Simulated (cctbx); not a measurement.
# What resolution and counting buy: Na5In16Au10

Space group P6_3/m (no. 176), a = 11.4540 Å, b = 11.4540 Å, c = 12.3910 Å, α = 90.00°, β = 90.00°, γ = 120.00°.

```csv
atom,mult.,x,y,z,Ueq (Å²)
Au1,12,0.7046,0.1575,0.6084,0.0047
Au2,6,0.2677,0.8642,3/4,0.0040
Au3,2,0,0,1/2,0.0042
In1,2,1/3,2/3,1/4,0.0046
In2,12,0.8767,0.1582,0.4474,0.0053
In3,6,0.5493,0.9462,3/4,0.0056
In4,12,0.5742,0.9599,0.4228,0.0058
Na1,6,0.1974,0.0993,3/4,0.0085
Na2,4,2/3,1/3,0.4108,0.0080
```

The model is made up (kin elements in a known structure type, no relaxation), so it says nothing on whether the phase exists.

Five simulated data sets (cctbx; Ag Kα, λ = 0.56087 Å; 1.5 % proportional error) differ in resolution or exposure (noise floor 2 counts in the first three, 8 in the last two). Each is refined with the right model, isotropic at 1.1 Å and anisotropic otherwise. How do the figures of merit and the uncertainties move?

```csv
d min (Å),top counts,"⟨I/σ⟩ (unmerged, absences included)",unique,param. (scale apart),Rint,R1,GooF,largest s.u. xyz (fractional),s.u. U of Na1 (Å²),largest error (Å)
1.1,5000,9.3,398,25,0.048,0.0143,0.91,0.00069,0.0017,0.0097
0.84,5000,8.1,877,52,0.056,0.0172,0.99,0.00053,0.0026,0.0124
0.6,5000,6.3,2357,52,0.071,0.0214,0.95,0.00036,0.0013,0.0031
0.75,300,0.7,1229,52,0.622,0.1129,0.91,0.00522,0.0243,0.0664
0.75,3000,4.2,1229,52,0.126,0.0325,0.92,0.00083,0.0038,0.0147
```

The number of reflections grows roughly as 1/d³: 398, 877 and 2357 here. R1 follows the noise rather than the truth: at 300 counts it is 0.1129, at 3000 counts 0.0325, while GooF is 0.91 and 0.92: the weights 1/σ² carry the noise. The s.u. of U (U11 where anisotropic) for Na1 goes 0.0017, 0.0026, 0.0013 Å² with resolution and 0.0243, 0.0038 Å² with exposure.

Hardware for the 0.6 Å refinement: 0.63 s on 1 thread of Arm Neoverse N1, with other jobs on the host, peak memory 0.1 GiB.

[Logs are printed without paths, hosts, clocks, repeated set-up lines and the standing remarks that a program may print on its own settings, such as how far it seeks lower states.]
